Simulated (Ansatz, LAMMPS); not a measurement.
# Glassy 63GeO2-33Na2O-3Sc2O3 (mol %) (92 atoms): a short ab initio trajectory

How do the atoms of glassy 63GeO2-33Na2O-3Sc2O3 (mol %) (92 atoms) move, and what local order do they keep?

Program: Ansatz 0.2.0. Level of theory: Kohn-Sham DFT, PBE, PAW (set soft_2), plane waves. Results are calculated unless marked as measured.

**1. Set-up**

The cell holds 92 atoms: 19 Ge, 20 Na, 2 Sc and 51 O. Cell: a = 10.931 Å, b = 10.931 Å, c = 10.931 Å, α = 90.0°, β = 90.0°, γ = 90.0°. 92 atoms (19 Ge, 20 Na, 2 Sc, 51 O) placed at random at 3.5 g/cm³, melted at 4000 K for 10 ps at fixed volume with the Morse and Coulomb pair potential with partial charges (Pedone, Malavasi, Menziani, Cormack and Segre, J. Phys. Chem. B 110, 11780 (2006)). Quenched from 4000 K to 300 K at 25 K/ps and fixed volume, held 10 ps at zero pressure, then minimised at fixed cell.

Limits known from the start: The quench rate of 25 K/ps is orders of magnitude faster than experiment, which tends to freeze in extra defects. The starting topology of bonds comes from the classical model, and needn't be the one that DFT or experiment would give. Sampling is at Γ alone, for a cell whose shortest periodic width is 11 Å.

**2. Dynamics started at 400 K**

A Langevin thermostat couples each atom to a heat bath, at the price of damped dynamics. The time step is 1.0 fs.

input.yaml reads:

```yaml
crystal:
  lattice:
    - [10.93102, 0.0, 0.0]
    - [0.0, 10.93102, 0.0]
    - [0.0, 0.0, 10.93102]
  atoms:
    - { symbol: Ge, position: [0.73811, 0.53646, 0.62862] }
    - { symbol: Ge, position: [0.21976, 0.05108, 0.79947] }
    - { symbol: Ge, position: [0.44518, 0.97646, 0.19977] }
    - { symbol: Ge, position: [0.80652, 0.41069, 0.181] }
    [... 82 atom lines left out ...]
    - { symbol: O, position: [0.15998, 0.04301, 0.65347] }
    - { symbol: O, position: [0.84093, 0.89804, 0.75672] }
    - { symbol: O, position: [0.08633, 0.67854, 0.98752] }
    - { symbol: O, position: [0.50228, 0.20406, 0.91515] }
    - { symbol: O, position: [0.18838, 0.92364, 0.87908] }
    - { symbol: O, position: [0.37809, 0.05896, 0.78642] }
kpoints:
  mp_grid: { grid: [1, 1, 1] }
hamiltonian:
  xc: pbe
scf:
  occupations: { method: fermi_dirac, width: 0.025 }
output:
  forces: true
md:
  timestep: 1.0
  n_steps: 142
  ensemble: nvt_langevin
  temperature: 400
  initial_velocities: maxwell_boltzmann
  seed: 6591
```

Run with:

```sh
$ ansatz run input.yaml --threads 4 --pin off --max-ram 8192MiB --backend cpu --events-out ev --progress --plain --runs-dir out
```

Run time: 9 min. Hardware: 4 threads of AMD EPYC 9R45, shared host; peak memory 2.3 GiB; 34 min of CPU time.

The program notes that it switched symmetry off.

The trajectory, sampled:

```csv
time (fs),T (K),potential (meV/atom)
0.0,396,0.0
9.0,462,-13.1
19.0,612,-29.9
28.0,493,-21.9
38.0,437,-11.0
47.0,528,-18.9
57.0,547,-22.8
66.0,433,-15.9
76.0,577,-33.6
85.0,493,-31.1
95.0,441,-25.8
104.0,449,-24.9
114.0,460,-28.1
123.0,434,-31.2
133.0,438,-31.7
142.0,439,-28.2
```

Mean square displacement from the first frame to the last: Ge 0.029 Å², Na 0.24 Å², Sc 0.033 Å², O 0.094 Å².

Mean square displacement against time lag:

```csv
time lag (fs),Ge (Å²),Na (Å²),O (Å²),Sc (Å²)
1.0,1.7e-5,4.8e-5,7.6e-5,2.4e-5
6.0,6.1e-4,0.00169,0.00265,8.5e-4
9.0,0.00135,0.00373,0.00575,0.00189
15.0,0.00352,0.00995,0.0144,0.00505
21.0,0.00631,0.0186,0.0243,0.00940
27.0,0.00927,0.0290,0.0336,0.0146
30.0,0.0107,0.0348,0.0377,0.0173
36.0,0.0133,0.0470,0.0444,0.0228
41.0,0.0151,0.0577,0.0488,0.0272
44.0,0.0161,0.0642,0.0511,0.0295
50.0,0.0177,0.0772,0.0552,0.0335
56.0,0.0190,0.0901,0.0587,0.0363
62.0,0.0201,0.103,0.0618,0.0380
65.0,0.0207,0.109,0.0632,0.0385
71.0,0.0218,0.121,0.0656,0.0388
```

Over the second half of 142 fs the temperature averages 467 K, falling from about 532 to 440 K (means over the first and last quarter of that half). From first frame to last Na has the largest mean square displacement, 0.24 Å² at the end; the farthest move is 0.96 Å. The mean temperature of 467 K lies well off the 400 K of the input, so the thermostat hasn't yet brought the run to equilibrium. The run spans 0.14 ps, too short for its means to be equilibrium values.

**3. Local order late in the run**

The g(r) is a mean over the second half; what follows it is taken at the last frame.

Density 3.49 g/cm³, 14.20 Å³ an atom.

Mean of 13 frames. Pair distribution functions g(r), in bins of 0.2 Å:

```csv
r (Å),total,O-O,O-Na,O-Ge,O-Sc,Na-Na,Na-Ge
1.60,0.14,0.00,0.00,0.64,0.00,0.00,0.00
1.80,2.58,0.00,0.00,11.20,0.67,0.00,0.00
2.00,0.47,0.00,0.21,1.30,5.13,0.00,0.00
2.20,0.60,0.00,2.04,0.03,4.36,0.00,0.00
2.40,0.91,0.13,3.45,0.00,1.87,0.00,0.00
2.60,0.79,1.17,1.59,0.12,0.29,0.31,0.00
2.80,1.21,2.71,1.14,0.09,0.55,0.78,0.35
3.00,1.35,2.45,0.82,0.15,0.00,1.91,2.53
3.20,1.13,1.32,0.54,0.21,0.00,2.22,3.00
3.40,0.98,0.90,0.64,0.52,0.16,1.02,2.43
3.60,0.96,0.74,0.85,0.68,0.30,1.17,2.26
3.80,0.95,0.85,0.96,1.08,0.30,0.66,1.08
4.00,0.76,0.64,0.78,1.27,0.31,0.44,0.42
4.20,0.90,0.65,0.85,1.45,1.52,0.63,0.89
4.40,1.10,0.85,1.06,1.84,1.54,0.77,0.70
4.60,1.16,0.71,1.19,1.71,2.30,1.44,0.75
4.80,1.03,0.86,1.44,1.01,1.54,0.85,0.55
5.00,1.10,1.11,1.41,0.92,1.47,0.88,1.04
5.20,1.06,1.13,1.31,0.71,2.02,0.95,0.84
5.40,0.95,1.21,0.84,0.67,0.66,0.89,1.08
```

Bonds by pair of elements; cutoffs follow the first minimum of g(r), held within bounds set by covalent radii, and pairs that aren't listed don't count as bonded:

```csv
pair A-B,cutoff (Å),bonds,mean length (Å),spread (Å),shortest (Å),B about A,A about B
O-Na,2.77,87,2.41,0.173,1.98,1.71,4.35
O-Ge,2.27,80,1.81,0.073,1.70,1.57,4.21
O-Sc,2.76,11,2.16,0.183,1.92,0.216,5.5
```

The cutoff for O-Na falls short of the minimum of g(r), so counts run low and odd coordinations can be artefacts.

How many atoms have how many bonded neighbours:

```csv
element,mean,2,3,4,5,6
Ge,4.21,0,0,15,4,0
Na,4.35,0,4,7,7,2
O,3.49,4,24,17,6,0
Sc,5.5,0,0,0,1,1
```

Bond angles (no mean is given where the spread exceeds 20°):

```csv
angle,count,mean (°),spread (°)
O-Na-O,154,-,-
O-Ge-O,130,109,16.4
Ge-O-Na,120,107,18.6
Na-O-Na,57,-,-
Ge-O-Ge,30,135,12.5
```

Oxygen atoms by the number of network formers (Si, P, Ge, B, Al, As, Ga) bound to them:

```csv
network formers bound to O,O atoms,per cent
0,1,2
1,20,39.2
2,30,58.8
```

Network units: each former by its oxygen neighbours and how many of them bridge to another former:

```csv
former,O neighbours,bridging O,atoms
Ge,4,2,4
Ge,4,3,9
Ge,4,4,2
Ge,5,4,3
Ge,5,5,1
```

Bond length by coordination (bonds to H left out):

```csv
element,coordination,atoms,mean bond length (Å)
Ge,4,15,1.79
Ge,5,4,1.87
Na,3,4,2.37
Na,4,7,2.41
Na,5,7,2.41
Na,6,2,2.46
O,2,4,1.89
O,3,24,2.02
O,4,17,2.19
O,5,6,2.29
Sc,5,1,2.09
Sc,6,1,2.23
```

Rings of the network by King's shortest-path rule, up to 12 atoms, one path for each pair of neighbours; H, halogens, alkali and alkaline-earth atoms are left out, and the last column divides by all other atoms, bonded or not:

```csv
ring size (atoms),rings,per network atom
8,5,0.069
10,3,0.042
12,17,0.236
```

First main peaks of g(r), for some of the pairs, lie near 2.8 Å (O-O), 2.3 Å (O-Na), 1.8 Å (O-Ge), 2.1 Å (O-Sc), 3.1 Å (Na-Na) and 3.2 Å (Na-Ge). Counting bonds to Ge alone, not to Sc, 59 % of the oxygens join two of these atoms and 39 % one; 2 % join none. The commonest Ge unit has 4 oxygens, 3 of them shared with other formers (9 of 19 atoms). Rings of 12 atoms are the most common (68 % of those counted); sizes run from 8 to 12, where the search stops.

**4. Single point at the last frame**

The last frame is solved once more, with the analyses that the dynamics left out.

input.yaml reads:

```yaml
crystal:
  lattice:
    - [10.93102, 0.0, 0.0]
    - [0.0, 10.93102, 0.0]
    - [0.0, 0.0, 10.93102]
  atoms:
    - { symbol: Ge, position: [0.75099, 0.54592, 0.63461] }
    - { symbol: Ge, position: [0.22894, 0.05101, 0.79756] }
    - { symbol: Ge, position: [0.43704, 0.94985, 0.22009] }
    - { symbol: Ge, position: [0.81477, 0.41793, 0.18801] }
    [... 82 atom lines left out ...]
    - { symbol: O, position: [0.16561, 0.02636, 0.646] }
    - { symbol: O, position: [0.79719, 0.909, 0.73806] }
    - { symbol: O, position: [0.09009, 0.65375, 0.99713] }
    - { symbol: O, position: [0.48871, 0.20041, 0.93233] }
    - { symbol: O, position: [0.19003, 0.91233, 0.8584] }
    - { symbol: O, position: [0.39383, 0.0626, 0.77522] }
kpoints:
  mp_grid: { grid: [1, 1, 1] }
hamiltonian:
  xc: pbe
scf:
  occupations: { method: fermi_dirac, width: 0.025 }
output:
  forces: true
  stress: true
  populations: true
  dos:
    method: { smearing: { sigma: 0.15 } }
    de: 0.1
    projected: { site_lists: { Ge: [Ge], Na: [Na], O: [O], Sc: [Sc] } }
  eigenvalues: true
  write_density: true
  write_potential: true
  volumetric_format: npy
```

It took 8.7 s on 4 threads; peak memory 2.1 GiB.

The program notes that the exchange-correlation potential is rough where the density is thin.

Numbers from this run:

| Property | Result |
| --- | --- |
| free energy | -144571.9094 eV |
| free energy per atom | -1571.4338 eV/atom |
| SCF cycles | 10 |
| pressure | 0.9042 GPa |
| r.m.s. force component | 0.835 eV/Å |
| longest force | 3.438 eV/Å |
| Fermi energy | 5.661 eV |
| gap (highest filled to lowest empty level) | 1.423 eV |
| spilling of the projection | 0.004481 |

Length of the force by element:

```csv
element,coordination,atoms,mean length of the force (eV/Å),spread,least,most
Ge,all,19,2.18,0.646,1.05,3.44
Na,all,20,0.579,0.264,0.111,1.34
O,all,51,1.17,0.508,0.286,2.12
Sc,all,2,1.17,0.498,0.674,1.67
```

Löwdin charges by element (they lack the spilled electrons, 0.038 e an atom on average):

```csv
element,coordination,atoms,mean charge (e),spread,least,most
Ge,all,19,1.45,0.0372,1.39,1.52
Na,all,20,0.789,0.0108,0.765,0.809
O,all,51,-0.829,0.0671,-0.966,-0.750
Sc,all,2,1.22,0.0465,1.17,1.27
```

Density of states as counts of states in windows of 1 eV (from the Fermi level), total and the larger projections:

```csv
from (eV),to (eV),total,O p,Ge p,Ge s,O s
-18,-17,31.1,0.3,3.5,0.7,25.0
-17,-16,11.7,0.1,1.0,0.2,9.8
-16,-12,0.0,0.0,0.0,0.0,0.0
-12,-11,0.1,0.0,0.0,0.0,0.0
-11,-10,7.0,3.9,0.3,2.3,0.5
-10,-9,10.3,5.8,0.6,2.9,0.9
-9,-8,10.2,6.0,0.8,2.4,0.9
-8,-7,9.2,5.7,1.0,1.6,0.8
-7,-6,22.0,15.8,4.3,0.7,0.7
-6,-5,30.9,23.3,4.8,0.6,1.3
-5,-4,44.5,36.9,4.1,0.3,1.4
-4,-3,60.8,54.9,1.8,0.2,0.8
-3,-2,66.0,62.2,1.1,0.1,0.4
-2,-1,41.5,39.8,0.5,0.0,0.2
-1,0,3.5,3.4,0.1,0.0,0.0
0,1,2.0,0.3,0.1,0.4,0.5
1,2,1.2,0.3,0.1,0.4,0.2
2,3,13.2,3.6,1.3,3.9,1.6
3,4,23.9,4.6,2.4,4.2,1.5
4,5,20.6,4.0,3.7,3.1,1.4
```

Between -26 and -18 eV lie 363 more states.

The stored curve holds about 712 of the 774 electrons; the rest, give or take the few that broadening carries across the Fermi level, lie in deeper levels below its range.

The levels nearest the highest filled one (over half full), pooled over k-points and spins:

```csv
level less the highest filled one (eV),occupation
-0.729,2
-0.704,2
-0.547,2
-0.378,2
-0.293,2
0,2
1.42,0
2.68,0
2.95,0
3.10,0
3.26,0
3.26,0
```

Mean Löwdin charges: Ge +1.45, Na +0.79, O -0.83, Sc +1.22 e (they miss 0.45 % of the electrons, so they add up to more than the cell's charge).

**5. Results**

| Quantity | Value |
| --- | --- |
| mean temperature, second half | 467.1 K |
| temperature swing, second half | 43.86 K |
| free energy per atom | -1571.4338 eV/atom |
| pressure | 0.9042 GPa |
| r.m.s. force component | 0.835 eV/Å |
| gap (highest filled to lowest empty level) | 1.423 eV |
| wall time of the 2 DFT runs | 9.1 min |

Over the second half of 142 fs the temperature averages 467 K, falling from about 532 to 440 K (means over the first and last quarter of that half). The mean temperature of 467 K lies well off the 400 K of the input, so the thermostat hasn't yet brought the run to equilibrium. The run spans 0.14 ps, too short for its means to be equilibrium values. Counting bonds to Ge alone, not to Sc, 59 % of the oxygens join two of these atoms and 39 % one; 2 % join none. Between filled and empty levels lie 1.42 eV (at Γ alone); a semilocal functional tends to put such gaps too low. In a disordered cell it changes from sample to sample, and tail or defect levels can set it.

Caveats: The pressure of a single frame lacks the kinetic term, about 0.45 GPa here.

[Logs are printed without paths, hosts, clocks, repeated set-up lines and the standing remarks that a program may print on its own settings, such as how far it seeks lower states.]

[Hosts, paths, dates, database ids (printed as entryN), source tags and the programs' standing remarks are cut or masked in the printed files.]
